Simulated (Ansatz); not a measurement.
# S on Ti(0001): change of the work function, part 3 of 3

Wanted: Δφ(θ) for S/Ti(0001), starting from the fcc site.

Ansatz 0.2.0; plane-wave DFT, PBE, Ansatz PAW.

So far, work function, upper face (eV): step 2 (the clean slab) 4.37; step 3 (17 atoms, coverage 0.25 ML, cell 2x2) 4.72.

## (4) Adsorbate added, k-mesh 12×12×1, coverage 1 ML

System of this step: S/Ti(0001). The cell holds 5 atoms: 4 Ti and 1 S. Cell: a = 2.950 Å, b = 2.950 Å, c = 27.054 Å, α = 90.0°, β = 90.0°, γ = 60.0°. Vacuum lies along c.

Another coverage, to see how the dipoles act on each other as their distance changes.

The input, input.yaml:

```yaml
crystal:
  lattice:
    - [2.95, 0.0, 0.0]
    - [1.475, 2.5547749412, 0.0]
    - [0.0, 0.0, 27.0541962995]
  atoms:
    - { symbol: Ti, position: [0.6666666667, 0.6666666667, 0.3326655836] }
    - { symbol: Ti, position: [0.0, 0.0, 0.4192436498] }
    - { symbol: Ti, position: [0.6666666667, 0.6666666667, 0.5083353355] }
    - { symbol: Ti, position: [0.0, 0.0, 0.5884957238] }
    - { symbol: S, position: [0.3333333333, 0.3333333333, 0.6673344164] }
kpoints:
  mp_grid: { grid: [12, 12, 1] }
hamiltonian:
  xc: pbe
scf:
  occupations: { method: fermi_dirac, width: 0.1 }
  convergence: { dr2_threshold: 1.0e-08 }
efield:
  axis: 3
  dipole_correction: true
  ramp_position: 0.97
  ramp_width: 0.06
relax:
  f_tol: 0.02
  max_steps: 60
  constraints: [{ sites: [0, 1] }]
output:
  write_potential: true
  write_density: true
  volumetric_format: npy
```

Command:

```console
ansatz run input.yaml --threads 4 --pin off --max-ram 6144MiB --backend cpu --events-out ev --progress --plain --runs-dir out
```

Numbers of over 12 decimals in the logs are rounded to 6 here.

Output:

```text
[...]
Crystal: 5 atoms, lattice volume = 203.896 Å³
Basis set: ecut = 420 eV, 3919 PW (Γ), exchange–correlation on 40×40×384 points (8 copies of the dense FFT grid, shifted against one another)
Bands: 33, of which v1, the nominal top of the filled ones, is band 27 counted from 1 (26 counted from 0)
Symmetry: 6 space group operations
[...]
k-points: 19 of 144 (time reversal used)
[...]
SCF iter   1: F=—  HF=-10900.362000 eV  |F-HF|=—  |Δ(HF+E_count)|=         —  Δρ=6.16e-3  dr2=4.71e-1  ethr=1.77e-3  p=-0.049 e·Å  D=-4.32e-2 V/Å  ΔV_dip=1.17 eV  dr2_dipole=2.99e-2  V_vac-E_F(+/−)=5.23/4.06 eV  ⟨swp⟩=8.2  Hψ=2933  notcnv=0
[...]
SCF iter   9: F=-10900.351423 eV  HF=-10900.351423 eV  |F-HF|=7.31e-9  |Δ(HF+E_count)|=   7.71e-8  Δρ=1.97e-6  dr2=8.97e-9  ethr=1.85e-11  p=-0.047 e·Å  D=-4.17e-2 V/Å  ΔV_dip=1.13 eV  dr2_dipole=8.82e-10  V_vac-E_F(+/−)=5.54/4.41 eV  ⟨swp⟩=8.6  Hψ=5192  notcnv=0
SCF 1 converged in 9 iterations: F = -10900.351423 eV  dr2 = 8.97e-9
[...]
relax step   1: F+E_penalty+E_count = -10900.35142345 eV  Δ(F+E_penalty+E_count) = +0.000e0 eV  max|allowed force component| = 2.500e0 eV/Å  Δτ_max = 0.0000 Å  (9 SCF iters, accepted)
[...]
SCF iter   1: F=—  HF=-10901.363961 eV  |F-HF|=—  |Δ(HF+E_count)|=         —  Δρ=2.26e-2  dr2=1.64e1  ethr=3.10e-3  p=-0.047 e·Å  D=-4.17e-2 V/Å  ΔV_dip=1.13 eV  dr2_dipole=5.79e0  V_vac-E_F(+/−)=5.63/4.50 eV  ⟨swp⟩=5.6  Hψ=1880  notcnv=0
[...]
SCF iter  11: F=-10900.925815 eV  HF=-10900.925815 eV  |F-HF|=4.18e-9  |Δ(HF+E_count)|=   1.69e-8  Δρ=6.92e-7  dr2=8.26e-9  ethr=1.85e-11  p=-0.060 e·Å  D=-5.36e-2 V/Å  ΔV_dip=1.45 eV  dr2_dipole=1.40e-9  V_vac-E_F(+/−)=5.86/4.41 eV  ⟨swp⟩=10.4  Hψ=4463  notcnv=0
SCF 2 converged in 11 iterations: F = -10900.925815 eV  dr2 = 8.26e-9
relax step   2: F+E_penalty+E_count = -10900.92581547 eV  Δ(F+E_penalty+E_count) = -5.744e-1 eV  max|allowed force component| = 7.745e-1 eV/Å  Δτ_max = 0.1948 Å  (11 SCF iters, accepted)
SCF iter   1: F=—  HF=-10901.050048 eV  |F-HF|=—  |Δ(HF+E_count)|=         —  Δρ=1.15e-2  dr2=5.18e0  ethr=3.10e-3  p=-0.060 e·Å  D=-5.36e-2 V/Å  ΔV_dip=1.45 eV  dr2_dipole=2.03e0  V_vac-E_F(+/−)=5.96/4.51 eV  ⟨swp⟩=3.9  Hψ=1520  notcnv=0
[...]
SCF iter   9: F=-10900.982465 eV  HF=-10900.982465 eV  |F-HF|=6.76e-9  |Δ(HF+E_count)|=   6.19e-8  Δρ=1.32e-6  dr2=6.66e-9  ethr=1.85e-11  p=-0.063 e·Å  D=-5.57e-2 V/Å  ΔV_dip=1.51 eV  dr2_dipole=2.49e-9  V_vac-E_F(+/−)=5.92/4.42 eV  ⟨swp⟩=10.4  Hψ=4548  notcnv=0
SCF 3 converged in 9 iterations: F = -10900.982465 eV  dr2 = 6.66e-9
relax step   3: F+E_penalty+E_count = -10900.98246454 eV  Δ(F+E_penalty+E_count) = -5.665e-2 eV  max|allowed force component| = 2.559e-1 eV/Å  Δτ_max = 0.1912 Å  (9 SCF iters, accepted)
[...]
relax step   4: F+E_penalty+E_count = -10900.98967868 eV  Δ(F+E_penalty+E_count) = -7.214e-3 eV  max|allowed force component| = 5.938e-2 eV/Å  Δτ_max = 0.0422 Å  (9 SCF iters, accepted)
SCF iter   1: F=—  HF=-10900.990255 eV  |F-HF|=—  |Δ(HF+E_count)|=         —  Δρ=8.05e-4  dr2=9.15e-3  ethr=1.43e-4  p=-0.061 e·Å  D=-5.40e-2 V/Å  ΔV_dip=1.46 eV  dr2_dipole=5.46e-4  V_vac-E_F(+/−)=5.88/4.42 eV  ⟨swp⟩=1.8  Hψ=994  notcnv=0
[...]
SCF iter   8: F=-10900.989932 eV  HF=-10900.989932 eV  |F-HF|=4.10e-9  |Δ(HF+E_count)|=   3.55e-8  Δρ=4.40e-7  dr2=4.56e-10  ethr=1.85e-11  p=-0.060 e·Å  D=-5.34e-2 V/Å  ΔV_dip=1.45 eV  dr2_dipole=6.68e-11  V_vac-E_F(+/−)=5.86/4.42 eV  ⟨swp⟩=9.9  Hψ=4272  notcnv=0
SCF 5 converged in 8 iterations: F = -10900.989932 eV  dr2 = 4.56e-10
relax step   5: F+E_penalty+E_count = -10900.98993221 eV  Δ(F+E_penalty+E_count) = -2.535e-4 eV  max|allowed force component| = 7.569e-3 eV/Å  Δτ_max = 0.0078 Å  (8 SCF iters, accepted)
[...]
SCF converged after 8 iterations
Free energy (F): -10900.989932 eV
[...]
Internal energy: -10900.741265 eV  (E = F + TS)
E sigma→0 (E₀):  -10900.865598 eV
Entropy (-TS):   -0.248668 eV (-49.734 meV/atom)
Fermi energy:    2.189402 eV
Dipole field:    D = -0.053405 V/Å  (p = -0.060177 e·Å, saw-weighted, corrected)
Work function:   Φ+ = 5.8640 eV   Φ− = 4.4192 eV
[...]
--- Forces (eV/Å), atoms counted from 1 ---
  atom   1  Ti     0.00000000     0.00000000     0.59936673
  atom   2  Ti    -0.00000000    -0.00000000    -0.59844699
  atom   3  Ti     0.00000000     0.00000000    -0.00127526
  atom   4  Ti     0.00000000    -0.00000000    -0.00722233
  atom   5  S      0.00000000     0.00000000     0.00756927
  max |Σ_I F_I| component: 8.58e-6 eV/Å
--- Band table (eV; the first three rows and the last of 19) ---
  k-point 0: bands = [... 23 lower, 2.0444, 2.1044, 2.6268, 2.6654, 2.9489, 2.9489, 3.0179, 3.0179, ... 2 higher]
  k-point 1: bands = [... 23 lower, 2.0454, 2.0915, 2.3956, 2.6209, 2.7768, 2.9285, 3.0634, 3.1290, ... 2 higher]
  k-point 2: bands = [... 23 lower, 1.8853, 1.9774, 2.0547, 2.3832, 2.6150, 2.7337, 3.1050, 3.3298, ... 2 higher]
  k-point 18: bands = [... 23 lower, 1.0809, 1.1769, 1.5314, 1.8588, 2.2085, 2.2951, 2.2983, 2.4958, ... 2 higher]
--- Relaxed structure (5 steps of the walk, 5 accepted, 0 SCFs on fresh bases) ---
  F+E_penalty+E_count = -10900.98993221 eV   max|allowed force component| = 7.569e-3 eV/Å
  atoms:
    - { symbol: Ti, position: [0.666667, 0.666667, 0.332666] }
    - { symbol: Ti, position: [-1.850371707762447e-17, -1.8503717077624468e-17, 0.419244] }
    - { symbol: Ti, position: [0.666667, 0.666667, 0.506672] }
[...]
- { symbol: S, position: [0.333333, 0.333333, 0.652005] }
```

Wall time 14 s (4 threads of Arm Neoverse V2, shared host); peak memory 0.5 GiB; 53 s of CPU time.

Step by step:

| step | energy less that of the first step (eV) | largest force component (eV/Å) |
| --- | --- | --- |
| 1 | 0.0000 | 2.5004 |
| 2 | -0.5744 | 0.7745 |
| 3 | -0.6310 | 0.2559 |
| 4 | -0.6383 | 0.0594 |
| 5 | -0.6385 | 0.0076 |

Forces are held to the 6 operations that the run works with; a distortion that breaks them can't arise in this run.

The atoms that moved most (Å):

| atom | dx | dy | dz | length |
| --- | --- | --- | --- | --- |
| S5 | 0.000 | 0.000 | -0.415 | 0.415 |
| Ti4 | 0.000 | 0.000 | 0.107 | 0.107 |
| Ti3 | 0.000 | 0.000 | -0.045 | 0.045 |

The relaxed structure:

```xyz
5
Lattice="2.9500 0.0000 0.0000 1.4750 2.5548 0.0000 0.0000 0.0000 27.0542" Properties=species:S:1:pos:R:3
Ti    2.9500    1.7032    9.0000
Ti    0.0000    0.0000   11.3423
Ti    2.9500    1.7032   13.7076
Ti    0.0000    0.0000   16.0285
S     1.4750    0.8516   17.6395
```

This step gave:

| Item | Value |
| --- | --- |
| energy at zero smearing | -10900.8656 eV |
| work function, upper face | 5.864 eV |
| work function, lower face | 4.419 eV |
| dipole along the normal | -0.06018 e·Å |
| step between the vacuum levels | 1.445 eV |

Running mean over 2.342 Å of the planar mean; the ramp of the sawtooth is left out. Electron's electrostatic potential energy less the Fermi level against z:

```
z (Å)  electron's electrostatic potential energy less the Fermi level (eV)
  3.5                                                                 4.42
  4.0                                                                 4.42
  4.5                                                                 4.41
  5.0                                                                 4.40
  5.5                                                                 4.36
  6.0                                                                 4.23
  6.5                                                                 3.88
  7.0                                                                 2.88
  7.5                                                                0.376
  8.0                                                                -3.14
  8.5                                                                -5.87
  9.0                                                                -6.74
  9.5                                                                -6.70
 10.0                                                                -6.58
 10.5                                                                -6.55
 11.0                                                                -6.58
 11.5                                                                -6.60
 12.0                                                                -6.56
 12.5                                                                -6.50
 13.0                                                                -6.49
 13.5                                                                -6.51
 14.0                                                                -6.51
 14.5                                                                -6.55
 15.0                                                                -6.56
 15.5                                                                -6.56
 16.0                                                                -7.32
 16.5                                                                -8.85
 17.0                                                                -8.58
 17.5                                                                -5.95
 18.0                                                                -3.24
 18.5                                                               -0.615
 19.0                                                                 2.56
 19.5                                                                 4.96
 20.0                                                                 5.69
 20.5                                                                 5.83
 21.0                                                                 5.86
 21.5                                                                 5.86
 22.0                                                                 5.86
 22.5                                                                 5.86
 23.0                                                                 5.86
 23.5                                                                 5.86
```

The relaxation took 5 steps and lowered the energy by 0.64 eV; the largest force on the free atoms ends at 0.0076 eV/Å.

The covered face has 5.86 eV, +1.49 eV against the clean one; the bare back face has moved by -0.00 eV, a measure of how thin the slab is.

## (5) Work function against coverage

This step: plane-wave DFT, PBE, Ansatz PAW; work function against coverage (Ansatz 0.2.0).

The runs are now put side by side.

Numbers from this step:

```yaml
work_function_of_the_clean_face: 4.373 eV
largest_change_of_the_work_function: 1.491 eV
```

Table of work function of the covered face by coverage:

| coverage (adsorbates/nm²) | work function of the covered face (eV) |
| --- | --- |
| 0.00 | 4.37 |
| 3.32 | 4.72 |
| 13.27 | 5.86 |

The dipole per adsorbate comes from the change of the cell's dipole. Coverage, by row:

| coverage (1/nm²) | coverage (ML) | work function (eV) | change (eV) | dipole per adsorbate, positive end outwards (debye) | mean height of the added atoms over the highest substrate atom (Å) |
| --- | --- | --- | --- | --- | --- |
| 3.317 | 0.25 | 4.72 | 0.3475 | -0.287 | 1.652 |
| 13.27 | 1 | 5.864 | 1.491 | -0.299 | 1.611 |

## (6) What came out

```json
{
 "work function of the clean face": "4.37 eV",
 "work function at 0.25 ML": "4.72 eV",
 "work function at 1 ML": "5.86 eV",
 "dipole per adsorbate at 0.25 ML, positive end outwards": "-0.29 D"
}
```

S raises the work function of Ti(0001) at the lowest coverage, by 0.35 eV: the adsorbate layer has its negative end outwards. At the highest coverage the adsorbates are pressed to about 3.0 Å, closer than unbonded atoms of this kind usually come, so a real layer may not reach it. The slab has 4 layers, at the tabulated experimental lattice constant, one starting site was run, and quantum-size effects of a slab this thin can reach one or two tenths of an eV.

[Logs are printed without paths, hosts, clocks, repeated set-up lines and the standing remarks that a program may print on its own settings, such as how far it seeks lower states.]

[Hosts, paths, dates, database ids (printed as entryN), source tags and the programs' standing remarks are cut or masked in the printed files.]

[Maps of the electrostatic potential energy from Ansatz leave out the sawtooth potential of an applied field or a dipole correction, so their vacuum need not be flat; planar profiles and work functions include it.]
